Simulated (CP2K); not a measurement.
Two runs for the S L₂,₃ edge of 2-nitrosothiazole. Run A: CP2K XAS_TDP, all-electron GAPW, PBEh(45%), aug-cc-pVDZ, TDA, ZORA, spin–orbit coupling. Run B differs in one setting.

First lines with a strength over 0.0003. A:

```tsv
atom	energy (eV)	states	strength, one atom
S7 (bonded to 2 C)	164.67	1	0.0021
	164.97	1	0.0017
	165.74	2	0.0017
	166.05	1	0.0024
	166.38	1	0.0004
```

B:

```tsv
atom	energy (eV)	states	strength, one atom
S7 (bonded to 2 C)	156.24	1	0.0013
	156.40	1	0.0012
	156.56	4	0.0004
	156.66	4	0.0004
	156.83	1	0.0007
```

**Question.** Which was it: the basis, the functional, GW2X switched on?

The functional (functional from PBEh(45%) to PBE; the lines alone don't name the new value). A functional moves all lines by electronvolts and changes their spacings and strengths. The lowest line over the strength cut lies at 156.24 eV, against 164.67 eV (PBEh(45%), aug-cc-pVDZ).

[Banner, clock and machine lines of the logs are left out without a mark of their own.]

[Logs are printed without paths, hosts, clocks, repeated set-up lines and the standing remarks that a program may print on its own settings, such as how far it seeks lower states.]

[Hosts, paths, dates, database ids (printed as entryN), source tags and the programs' standing remarks are cut or masked in the printed files.]
